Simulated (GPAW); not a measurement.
# The O K excitation threshold of BaTiO3 (R3m) under uniform strain

For each volume the threshold was computed as E(hole) − E(ground) plus the lowest empty eigenvalue of the hole cell (GPAW, LDA, 10-atom cell, total energies on 4×4×4 k points, the eigenvalue on 5×5×5, hole spin-paired). The values are raw, 9 eV above the value with the free atom's term for the hole's spin taken off; only their change is used. The threshold is the spectrum's zero, where absorption may be weak, not the visible edge.

| volume | ln(V/V₀) | threshold (eV) |
| --- | --- | --- |
| V × 0.94 | -0.06188 | 533.748 |
| V × 0.97 | -0.03046 | ? |
| V × 1 | +0.00000 | 533.599 |
| V × 1.03 | +0.02956 | 533.522 |
| V × 1.06 | +0.05827 | 533.448 |

Q: Fit a straight line in ln(V/V₀), give its slope, and predict the threshold at V × 0.97.

The means of the given rows are x̄ = +0.00649 and Ē = 533.579 eV. Σ(x − x̄)(E − Ē) = -0.01978 and Σ(x − x̄)² = 0.00793, so the slope is -2.49 eV, and the line passes the given rows within 0.004 eV. At x = -0.03046 it gives 533.579 + (-2.49) × (-0.03695) = 533.671 eV. The run gives 533.675 eV, a miss of -0.004 eV over a total move of -0.300 eV. The slope is the clamped-ion volume deformation potential of the lowest empty level of the hole cell on this mesh (the hole may pull it below the band edge) against the O 1s level, with the hole's relaxation included: the threshold falls by 0.025 eV for 1 % of expansion. The charged cell's image error also scales with the cell's size and isn't taken out.

[Hosts, paths, dates, database ids (printed as entryN), source tags and the programs' standing remarks are cut or masked in the printed files.]

[Lists of maxima count a maximum above −3 eV only where it reaches 4 % of the highest in the window and stands out from its surroundings by 2 % of it (1.5 % where it reaches 55 %); shoulders and weaker maxima are passed over, and of the rest the first, up to two pre-edge ones and the few strongest are named.]
